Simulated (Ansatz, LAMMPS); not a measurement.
# A frame of liquid 1,3,5-triphenylbenzene from 473 K (126 atoms): geometry optimisation, part 2 of 2

Aim: bring a frame of liquid 1,3,5-triphenylbenzene from 473 K (126 atoms) to a nearby minimum of the energy and see what moves.

Ansatz 0.2.0; Kohn-Sham DFT, r2SCAN+D4, PAW (set soft_2), plane waves.

The cell: 72 C and 54 H. The network of contacts between molecules at the start is that of the classical potential that made the cell. The density was typed from a rule of thumb and may lie off the real one at this temperature. Only the Γ point is sampled, in a cell whose shortest periodic width is 11 Å.

So far. Step 4 (Relaxation): The relaxation changed the energy by -59.3 meV/atom, and atoms moved by 0.55 Å r.m.s., 1.4 Å at most.

## (5) Structure statistics after relaxation

Bonds before and after, by the cutoffs listed below:

```tsv
pair	bonds before	bonds after	mean before (Å)	mean after (Å)	spread before (Å)	spread after (Å)
C-C	81	81	1.398	1.403	0.040	0.027
C-H	54	54	1.082	1.083	0.029	0.001
```

Density 1.03 g/cm³, 11.76 Å³ an atom.

Pair distribution functions g(r), in bins of 0.1 Å:

```tsv
r (Å)	total	C-C	C-H	H-H
0.95	0.00	0.00	0.00	0.00
1.05	6.94	0.00	14.20	0.00
1.15	0.00	0.00	0.00	0.00
1.25	0.00	0.00	0.00	0.00
1.35	4.64	14.20	0.00	0.00
1.45	1.57	4.79	0.00	0.00
1.55	0.00	0.00	0.00	0.00
1.65	0.00	0.00	0.00	0.00
1.75	0.00	0.00	0.00	0.00
1.85	0.00	0.00	0.00	0.00
1.95	0.00	0.00	0.00	0.00
2.05	0.03	0.00	0.00	0.19
2.15	3.65	0.00	7.14	0.86
2.25	0.18	0.00	0.00	0.97
2.35	0.13	0.24	0.00	0.29
2.45	3.13	6.30	0.00	5.86
2.55	0.60	1.64	0.00	0.38
2.65	0.56	0.00	0.89	0.69
2.75	1.53	1.60	1.87	0.53
2.85	0.59	0.51	0.60	0.70
2.95	0.39	0.62	0.24	0.37
3.05	0.48	0.30	0.55	0.60
3.15	0.36	0.00	0.46	0.73
3.25	0.41	0.00	0.63	0.54
3.35	1.74	0.00	3.23	0.87
3.45	0.81	0.08	1.30	0.81
3.55	0.57	0.22	0.62	1.03
3.65	0.62	0.44	0.55	1.15
3.75	1.06	1.80	0.60	0.97
3.85	1.39	0.80	1.97	0.87
3.95	1.00	0.47	1.39	0.88
4.05	1.08	0.75	1.37	0.89
4.15	0.74	0.74	0.81	0.56
4.25	1.26	1.21	0.74	2.75
4.35	1.17	1.58	0.85	1.28
4.45	1.02	0.81	1.08	1.26
4.55	0.91	0.81	0.81	1.37
4.65	1.11	0.86	1.35	0.90
4.75	0.90	0.93	0.89	0.90
4.85	1.08	1.26	1.01	0.96
4.95	1.51	1.23	1.69	1.52
5.05	0.93	0.96	1.00	0.70
5.15	1.03	1.49	0.83	0.70
5.25	0.99	1.11	0.97	0.82
```

Bonds by pair of elements; cutoffs follow the first minimum of g(r), held within bounds set by covalent radii, and pairs that aren't listed don't count as bonded:

```tsv
pair A-B	cutoff (Å)	bonds	mean length (Å)	spread (Å)	shortest (Å)	B about A	A about B
C-C	1.85	81	1.40	0.027	1.39	2.25	2.25
C-H	1.34	54	1.08	0.001	1.08	0.75	1
```

How many atoms have how many bonded neighbours:

```tsv
element	mean	1	3
C	3	0	72
H	1	54	0
```

Bond angles, per cent of each kind in bins of 5°:

```tsv
angle (°)	C-C-C	C-C-H
115–120	27.8	72.2
120–125	72.2	27.8
```

Bond angles (no mean is given where the spread exceeds 20°):

```tsv
angle	count	mean (°)	spread (°)
C-C-C	108	120	1
C-C-H	108	120	0.4
```

Rings of the network by King's shortest-path rule, up to 12 atoms, one path for each pair of neighbours; H, halogens, alkali and alkaline-earth atoms are left out, and the last column divides by all other atoms, bonded or not:

```tsv
ring size (atoms)	rings	per network atom
6	12	0.167
```

For some of the pairs, g(r) has its first main peak near 1.4 Å (C-C), 1.1 Å (C-H) and 2.5 Å (H-H). With the cutoffs above, all C atoms have 3 and all H atoms have 1 bonded neighbour. The C-C-C angle averages 120° with a spread of 1.0°. All rings counted have 6 atoms.

## (6) Single point at the relaxed geometry

The electronic structure is read at the final geometry, in a run of its own.

File input.yaml:

```yaml
crystal:
  lattice:
    - [11.40104, 0.0, 0.0]
    - [0.0, 11.40104, 0.0]
    - [0.0, 0.0, 11.40104]
  atoms:
    - { symbol: C, position: [0.7569, 0.88992, 0.93162] }
    - { symbol: C, position: [0.66178, 0.88931, 0.00754] }
    - { symbol: C, position: [0.59819, 0.78672, 0.02497] }
    - { symbol: C, position: [0.63031, 0.68497, 0.96603] }
    - { symbol: C, position: [0.72657, 0.68506, 0.89127] }
    - { symbol: C, position: [0.79105, 0.7877, 0.87281] }
    - { symbol: C, position: [0.89358, 0.78942, 0.79384] }
    - { symbol: C, position: [0.97636, 0.69939, 0.7971] }
    - { symbol: C, position: [0.0762, 0.70251, 0.72608] }
    - { symbol: C, position: [0.16775, 0.6113, 0.73558] }
    - { symbol: C, position: [0.23681, 0.58047, 0.63879] }
    - { symbol: C, position: [0.32513, 0.49729, 0.64878] }
    - { symbol: C, position: [0.3462, 0.44251, 0.75577] }
    - { symbol: C, position: [0.27795, 0.47158, 0.85263] }
    - { symbol: C, position: [0.18969, 0.55493, 0.84255] }
    - { symbol: C, position: [0.09038, 0.79682, 0.64913] }
    - { symbol: C, position: [0.00736, 0.88662, 0.64181] }
    - { symbol: C, position: [0.02274, 0.98474, 0.55868] }
    - { symbol: C, position: [0.97854, 0.09662, 0.58383] }
    - { symbol: C, position: [0.99101, 0.18833, 0.50463] }
    - { symbol: C, position: [0.04881, 0.17066, 0.39866] }
    - { symbol: C, position: [0.09439, 0.06041, 0.37324] }
    - { symbol: C, position: [0.08107, 0.96838, 0.45184] }
    - { symbol: C, position: [0.90961, 0.88209, 0.71554] }
    - { symbol: H, position: [0.80752, 0.96945, 0.91926] }
    - { symbol: H, position: [0.63705, 0.96885, 0.05331] }
    - { symbol: H, position: [0.52372, 0.78674, 0.08392] }
    - { symbol: H, position: [0.57933, 0.6055, 0.97691] }
    - { symbol: H, position: [0.75057, 0.60553, 0.84505] }
    - { symbol: H, position: [0.96375, 0.62746, 0.85793] }
    - { symbol: H, position: [0.22022, 0.62103, 0.55445] }
    - { symbol: H, position: [0.37788, 0.47521, 0.57279] }
    [... 88 atom lines left out ...]
    - { symbol: H, position: [0.79833, 0.74876, 0.45605] }
    - { symbol: H, position: [0.81851, 0.96093, 0.42298] }
    - { symbol: H, position: [0.65616, 0.07326, 0.33143] }
    - { symbol: H, position: [0.47161, 0.97178, 0.27797] }
    - { symbol: H, position: [0.45056, 0.75927, 0.31271] }
    - { symbol: H, position: [0.69194, 0.60578, 0.57018] }
kpoints:
  mp_grid: { grid: [1, 1, 1] }
hamiltonian:
  xc: r2scan
  dispersion: d4
scf:
  occupations: { method: fixed }
output:
  forces: true
  stress: true
  populations: true
  dos:
    method: { smearing: { sigma: 0.08 } }
    de: 0.1
    projected: { site_lists: { C: [C], H: [H] } }
  eigenvalues: true
  write_density: true
  write_potential: true
  volumetric_format: npy
  elf: true
```

Started as:

```bash
ansatz run input.yaml --threads 4 --pin off --max-ram 8192MiB --backend cpu --events-out ev --progress --plain --runs-dir out
```

Numbers of over 12 decimals in the logs are rounded to 6 here.

Log:

```text
[...]
Crystal: 126 atoms, lattice volume = 1481.950 Å³
Basis set: ecut = 500 eV, 37561 PW (Γ), exchange–correlation on 360×360×360 points (64 copies of the dense FFT grid, shifted against one another)
Bands: 297, of which v1, the nominal top of the filled ones, is band 171 counted from 1 (170 counted from 0)
Symmetry: 1 space group operations
[...]
k-points: 1
[...]
SCF iter   1: F=—  HF=-18984.463590 eV  |F-HF|=—  |Δ(HF+E_count)|=         —  Δρ=5.67e-3  dr2=2.52e-1  dr2_τ=1.49e1  ethr=1.77e-3  ⟨swp⟩=5.0  Hψ=1036  notcnv=0  defer=122
[...]
SCF iter   9: F=-18983.997327 eV  HF=-18983.997327 eV  |F-HF|=4.83e-8  |Δ(HF+E_count)|=   5.80e-7  Δρ=1.56e-6  dr2=5.85e-8  dr2_τ=4.89e-9  ethr=2.92e-11  ⟨swp⟩=24.0  Hψ=3341  notcnv=0
SCF 1 converged in 9 iterations: F = -18983.997327 eV  dr2 = 5.85e-8
[...]
WARN: The input density's exchange-correlation potential varies sharply where the density is thin. Do not read a vacuum level from v_tot or v_xc, or from such a field of the output density. On a cell that repeats whose density bears no net charge and no dipole along the vacuum's axis use v_es (v_loc + v_h of the components); [...]
SCF converged after 9 iterations
Free energy (F): -18983.997327 eV
[...]
Internal energy: -18983.997327 eV  (E = F + TS)
E sigma→0 (E₀):  -18983.997327 eV
Fermi energy:    -0.475153 eV
[...]
--- Forces (eV/Å), atoms counted from 1 ---
  atom   1  C      0.00309165    -0.00317575    -0.00583960
  atom   2  C      0.00433710     0.00392903    -0.00077262
  atom   3  C     -0.00370659     0.00104558     0.00014545
  atom   4  C      0.00261571    -0.00531472    -0.00496231
  atom   5  C     -0.00276186    -0.00878619     0.00568266
  atom   6  C      0.00174407     0.01176799     0.00708530
  atom   7  C      0.00520235    -0.00731701    -0.00252802
  atom   8  C     -0.00111911    -0.00291207     0.00024214
  atom   9  C      0.00983668     0.00969830    -0.01220033
  atom  10  C      0.00049268    -0.00906962     0.00919580
  atom  11  C     -0.01116997     0.00600800    -0.00346867
  atom  12  C      0.00775214    -0.01445005     0.00575897
  atom  13  C     -0.00342857     0.00883936    -0.00158008
  atom  14  C     -0.00207562    -0.00297411    -0.00232487
[...]
atom 125  H      0.01156479     0.00420851     0.00205399
  atom 126  H      0.00055385    -0.00191283    -0.00213261
  max |Σ_I F_I| component: 1.66e-4 eV/Å
--- Stress (GPa, compression-positive) ---
       -0.547288      -0.062750       0.002551
       -0.062750      -0.521207      -0.007875
        0.002551      -0.007875      -0.457474
  P = ⅓ Tr σ = -0.5087 GPa (-5.087 kbar)
--- Band table (eV) ---
[...]
--- Löwdin populations: 126 sites ---
  site symbol       q [e]
     0      C      4.1314
     1      C      4.1205
     2      C      4.1268
[...]
125      H      0.8043
  spilling = 0.012574 (of n_electrons = 342.000000)
```

The job ended after 18 s (4 threads of AMD EPYC 9R45, shared host; peak memory 3.9 GiB; 69 s of CPU time).

The program notes that the exchange-correlation potential is rough where the density is thin.

Numbers from this run:

```
free energy                                      : -18983.9973 eV
free energy per atom                             : -150.6666 eV/atom
SCF cycles                                       : 9
pressure                                         : -0.5087 GPa
r.m.s. force component                           : 0.00602 eV/Å
longest force                                    : 0.02453 eV/Å
Fermi energy                                     : -0.4752 eV
gap (highest filled to lowest empty level) : 3.551 eV
spilling of the projection                       : 0.01257
```

Löwdin charges by element (they lack the spilled electrons, 0.034 e an atom on average):

```tsv
element	coordination	atoms	mean charge (e)	spread	least	most
C	all	72	-0.0868	0.0763	-0.148	0.0547
H	all	54	0.195	0.0061	0.183	0.206
```

Density of states as counts of states in windows of 1 eV (from the Fermi level), total and the larger projections:

```tsv
from (eV)	to (eV)	total	C p	H s	C s
-14	-13	29.5	8.6	2.9	17.7
-13	-12	2.1	0.7	0.2	1.2
-12	-11	2.1	1.1	0.2	0.7
-11	-10	23.9	13.1	2.7	7.7
-10	-9	16.6	9.2	2.2	4.9
-9	-8	11.3	7.7	1.8	1.6
-8	-7	14.0	9.0	3.5	1.2
-7	-6	20.9	13.8	4.2	2.6
-6	-5	47.8	36.6	8.1	2.4
-5	-4	22.8	19.1	3.2	0.2
-4	-3	35.9	29.7	5.6	0.3
-3	-2	26.8	20.5	6.0	0.1
-2	-1	17.8	17.6	0.1	0.1
-1	0	27.0	26.8	0.0	0.1
0	1	3.0	3.0	0.0	0.0
1	3	0.0	0.0	0.0	0.0
3	4	12.0	11.3	0.1	0.1
4	5	24.4	22.0	0.5	0.2
```

The curve was stored every 0.10 eV, coarse against its broadening of 0.08 eV, so these counts are rough.

With fixed occupations the program's Fermi level is the highest filled level; weight inside the gap is the broadening of levels at its edges.

Between -18 and -14 eV lie 40 more states.

The levels nearest the highest filled one (over half full), pooled over k-points and spins:

```tsv
level less the highest filled one (eV)	occupation
-0.383	2
-0.289	2
-0.208	2
-0.143	2
-0.0194	2
0	2
3.55	0
3.60	0
3.64	0
3.67	0
3.77	0
3.82	0
```

Electrostatic potential energy in the ac plane at fractional y = 0.258, with atoms of H and C within 0.2 Å of it. With pseudopotentials it is smooth inside the atoms' cores, unlike the true potential.

Ten even steps from '0' (-39 eV) to '9' (6 eV), each cell a mean:
```
88887999999998876899999999999999
99999999999999998999999999999999
99999999999999999999999976789999
99999999999999999999998510289999
99999999999999999999866400179999
99999999999999999999722554799999
99999999999999999997435789999999
99999999999999999871005899999999
99999999999999999532016999999999
99999999999999999767779999999999
89999999999999999999999999999856
78999999999999999999999999999833
89999999999999999977999999999988
99999999999999999823899999999999
98899999999988999988999999999999
84389999999714899999999999999999
97689999999842589999999999999999
99999999999710058999999999999999
99999999999720168999998787789999
99999999999876789999998761038999
98999999999888899999999861027899
32589999999987788999999987678987
00167999999864434799999999999984
21322899999975511689999999999997
```
Columns run along a (11.4 Å; values clipped at the 3rd and 97th percentile), rows up along c (11.4 Å). Atoms in or near the plane, at fractional coordinates: H at (0.96, 0.53), H at (0.06, 0.34), C at (0.03, 0.05), H at (0.12, 0.01), C at (0.78, 0.82), C at (0.64, 0.66), C at (0.42, 0.25), H at (0.58, 0.43), H at (0.39, 0.34).

ELF in the ac plane at fractional y = 0.258, with atoms of H and C within 0.2 Å of it. It is the smooth field of the valence electrons, not physical close to the nuclei.

Ten even steps from '0' (0.00 × 1e-1) to '9' (9.99 × 1e-1), each cell a mean:
```
56899830002344457763000012200025
33454200000110158972001368861002
00000000000000037520023578983000
00000000000000000001357744662000
00000000000000000024668841563100
00000000000000000136766765775200
00000000000000001356887432343100
00000000000000027886256300000000
00000000000000059998446410000000
43210000000000059998666520000356
86321000000000002332223210005999
86431000000000000121000000027999
53332100000000005899730000015787
23443100003553005999961000001222
57885200028999501589851000000001
99998300038999830012200000000015
99997200026898753100000011110003
24542000014652377520004764443000
00000000135774476531039997665200
12210000246776322220039996476200
45542000145653100121016775564101
55666400036764333443001456652014
21699930025667886654100134410025
44899950014567875653100000000036
```
Columns run along a (11.4 Å), rows up along c (11.4 Å). Atoms in or near the plane, at fractional coordinates: H at (0.96, 0.53), H at (0.06, 0.34), C at (0.03, 0.05), H at (0.12, 0.01), C at (0.78, 0.82), C at (0.64, 0.66), C at (0.42, 0.25), H at (0.58, 0.43), H at (0.39, 0.34).

Mean Löwdin charges: C -0.09, H +0.20 e (they miss 1.3 % of the electrons, so they add up to more than the cell's charge). The largest share in the top eV of filled states is C p (100 % of the projected weight), and in the lowest eV of empty states C p (98 % of the projected weight).

The surroundings of C108, picked at random, nearest first, numbered as they follow in the input and with coordinates relative to it.

```tsv
atom	x	y	z	distance (Å)	bonds	Löwdin charge (e)
C108	0.00	0.00	0.00	0.00	3	-0.14
H126	0.43	0.60	0.80	1.08	1	0.20
C101	-0.48	0.64	-1.15	1.40	3	0.05
C91	-0.12	-1.38	0.16	1.40	3	0.05
C92	-0.74	-2.12	-0.85	2.40	3	-0.15
C100	-1.07	-0.13	-2.15	2.41	3	-0.15
C90	0.41	-2.06	1.36	2.51	3	0.04
C102	-0.35	2.10	-1.32	2.51	3	0.04
```

The column of bonds counts only the pairs C-C within 1.85 Å, C-H within 1.34 Å; other neighbours, such as metal atoms beside each other in a compound, aren't counted, and periodic images can show an atom twice.

## (7) A run with a doubtful setting

A doubtful change is made on purpose, to see how the program answers.

input.yaml, the sections that differ from step 6:

```yaml
crystal:
  lattice:
    - [11.40104, 0.0, 0.0]
    - [0.0, 11.40104, 0.0]
    - [0.0, 0.0, 11.40104]
  atoms:
    [... the 126 atom lines of step 3 ...]
scf:
  occupations: { method: gaussian, width: 2.0 }
  max_iter: 60
output:
  forces: true
# kpoints, hamiltonian: as in step 6
```

Log:

```text
band count auto-derived: 384, from the close of a first SCF at 297 (N_el = 342.0; filled up to band 171; 297 by the electrons, moments and atoms)
[...]
Crystal: 126 atoms, lattice volume = 1481.950 Å³
Basis set: ecut = 500 eV, 37561 PW (Γ), exchange–correlation on 360×360×360 points (64 copies of the dense FFT grid, shifted against one another)
Bands: 297, of which v1, the nominal top of the filled ones, is band 171 counted from 1 (170 counted from 0)
Symmetry: 1 space group operations
[...]
k-points: 1
[...]
SCF iter   1: F=—  HF=-18979.299198 eV  |F-HF|=—  |Δ(HF+E_count)|=         —  Δρ=5.86e-3  dr2=2.75e-1  dr2_τ=1.54e1  ethr=1.77e-3  ⟨swp⟩=9.0  Hψ=1517  notcnv=0
[...]
SCF iter   7: F=-18978.733709 eV  HF=-18978.733709 eV  |F-HF|=2.42e-8  |Δ(HF+E_count)|=   6.74e-7  Δρ=2.51e-6  dr2=8.09e-8  dr2_τ=1.56e-8  ethr=2.92e-11  ⟨swp⟩=15.0  Hψ=1861  notcnv=0
SCF 1, on 297 bands, converged in 7 iterations: F = -18978.733709 eV; the run's SCF on all bands comes behind
[...]
The result of the SCF on 297 bands, without a stress, told ahead of the SCF on all bands, whose result is the run's:
SCF converged after 7 iterations
Free energy (F): -18978.733709 eV
[...]
Internal energy: -18967.905206 eV  (E = F + TS)
E sigma→0 (E₀):  -18973.319457 eV
Entropy (-TS):   -10.828503 eV (-85.940 meV/atom)
Fermi energy:    1.259750 eV
[...]
--- Forces (eV/Å), atoms counted from 1 ---
  atom   1  C      0.30818702     1.88347875     0.69905589
  atom   2  C     -1.39365353     0.14518969     0.34131186
  atom   3  C     -0.78536757    -1.46574801    -1.86743904
  atom   4  C     -1.29495894     1.26669588     3.93106700
  atom   5  C     -0.03538830    -0.81285377    -1.64555579
  atom   6  C     -1.34165401    -0.89625319     0.64725164
  atom   7  C      1.15469660    -0.29729217    -0.24537997
  atom   8  C      2.39424430    -1.02223259    -0.01999381
  atom   9  C     -3.21437924    -0.31654296     1.52048763
  atom  10  C      0.17070352    -0.36504740     0.10328238
  atom  11  C     -0.48516434    -1.53100664     1.64264030
  atom  12  C      0.85826478     1.19751113    -0.38029356
  atom  13  C     -2.46104057     2.07314318    -1.58958484
  atom  14  C      1.11564449    -1.16261103    -1.35441072
[...]
atom 125  H     -0.97250680    -1.26529467     0.05105332
  atom 126  H     -0.09855401    -0.64333993    -1.16714112
  max |Σ_I F_I| component: 7.10e-5 eV/Å
--- Band table (eV) ---
[...]
Bands: 384, of which v1, the nominal top of the filled ones, is band 171 counted from 1 (170 counted from 0)
[...]
SCF iter   1: F=—  HF=-18978.731601 eV  |F-HF|=—  |Δ(HF+E_count)|=         —  Δρ=2.60e-6  dr2=8.62e-8  dr2_τ=1.62e-8  ethr=2.22e-7  ⟨swp⟩=7.0  Hψ=3474  notcnv=0
eigensolver tolerance schedule: the retry pair's looser diagonalisation over-reported the residual by 8811.87 of it (diagonalisation noise at 1.71 of the residual, at the tolerance the schedule requests for it); recorded, not acted on — ethr = c·dr2/N_el stays at c = 1.0e-1
[...]
SCF iter   2: F=—  HF=-18978.733709 eV  |F-HF|=—  |Δ(HF+E_count)|=   2.11e-3  Δρ=1.74e-6  dr2=5.72e-8  dr2_τ=4.49e-9  ethr=2.52e-11  ⟨swp⟩=8.0  Hψ=1484  notcnv=0
SCF iter   3: F=-18978.733709 eV  HF=-18978.733709 eV  |F-HF|=1.21e-9  |Δ(HF+E_count)|=   1.66e-8  Δρ=4.41e-7  dr2=1.57e-9  dr2_τ=2.10e-10  ethr=1.67e-11  ⟨swp⟩=2.0  Hψ=1066  notcnv=0
SCF 2 converged in 3 iterations: F = -18978.733709 eV  dr2 = 1.57e-9
SCF converged after 10 iterations (7 of them on 297 bands)
Free energy (F): -18978.733709 eV
[...]
Internal energy: -18967.905225 eV  (E = F + TS)
E sigma→0 (E₀):  -18973.319467 eV
Entropy (-TS):   -10.828483 eV (-85.940 meV/atom)
Fermi energy:    1.259756 eV
[...]
--- Forces (eV/Å), atoms counted from 1 ---
  atom   1  C      0.30817973     1.88349906     0.69905441
  atom   2  C     -1.39364990     0.14525641     0.34135243
  atom   3  C     -0.78537910    -1.46574924    -1.86746044
  atom   4  C     -1.29500913     1.26666698     3.93105330
  atom   5  C     -0.03541057    -0.81284705    -1.64556125
  atom   6  C     -1.34163746    -0.89625888     0.64721260
  atom   7  C      1.15468887    -0.29730092    -0.24536996
  atom   8  C      2.39423292    -1.02224694    -0.01998087
  atom   9  C     -3.21438144    -0.31654571     1.52048297
  atom  10  C      0.17068800    -0.36503190     0.10328545
  atom  11  C     -0.48517160    -1.53101102     1.64263369
  atom  12  C      0.85828043     1.19747408    -0.38033619
  atom  13  C     -2.46101767     2.07311550    -1.58960309
  atom  14  C      1.11565872    -1.16262602    -1.35434867
[...]
atom 125  H     -0.97249403    -1.26529303     0.05105443
  atom 126  H     -0.09856556    -0.64335960    -1.16716289
  max |Σ_I F_I| component: 4.00e-5 eV/Å
--- Band table (eV) ---
[...]
```

Wall time 26 s (4 threads); peak memory 4.2 GiB.

The SCF closed, but on a changed input, so its numbers are not taken as the system's.

The fault in the input: a smearing of electronvolts (scf.occupations.method = "gaussian" and scf.occupations.width = 2.0). The fix is to set scf.occupations.method back to "fixed" and take out scf.occupations.width.

Against the single point at the start:

| Property | Result |
| --- | --- |
| r.m.s. difference of force components | 140.4 meV/Å |
| longest difference of force vectors | 660.6 meV/Å |
| force difference over r.m.s. force | 11.14 % |

## (8) Outcome

| Property | Result |
| --- | --- |
| energy change in the relaxation | -59.32 meV/atom |
| r.m.s. displacement | 0.552 Å |
| largest displacement | 1.391 Å |
| free energy per atom | -150.6666 eV/atom |
| pressure | -0.5087 GPa |
| r.m.s. force component | 0.00602 eV/Å |
| gap (highest filled to lowest empty level) | 3.551 eV |
| wall time of the 4 DFT runs | 3.7 min |

**Reading.** Relaxation lowers the energy by 59.3 meV/atom and moves atoms by 0.55 Å r.m.s.; the r.m.s. force component goes from 1.3 to 0.0060 eV/Å, the pressure goes from 1.7 to -0.51 GPa, and the gap from 3.53 to 3.55 eV. By the final cutoffs no bond was broken or made. From the first step to the last the energy fell by 7.475 eV, and the largest move was 1.39 Å (H76). The C-C bonds go from 1.398 Å (spread 0.040) to 1.403 Å (spread 0.027). With the cutoffs above, all C atoms have 3 and all H atoms have 1 bonded neighbour. The highest filled and lowest empty levels differ by 3.55 eV (at Γ alone); a semilocal functional tends to put such gaps too low. In a disordered cell it changes from sample to sample and from frame to frame.

**Limits.** The network of contacts between molecules at the start is that of the classical potential that made the cell; in DFT atoms moved by 0.55 Å r.m.s.

[Logs are printed without paths, hosts, clocks, repeated set-up lines and the standing remarks that a program may print on its own settings, such as how far it seeks lower states.]

[Hosts, paths, dates, database ids (printed as entryN), source tags and the programs' standing remarks are cut or masked in the printed files.]
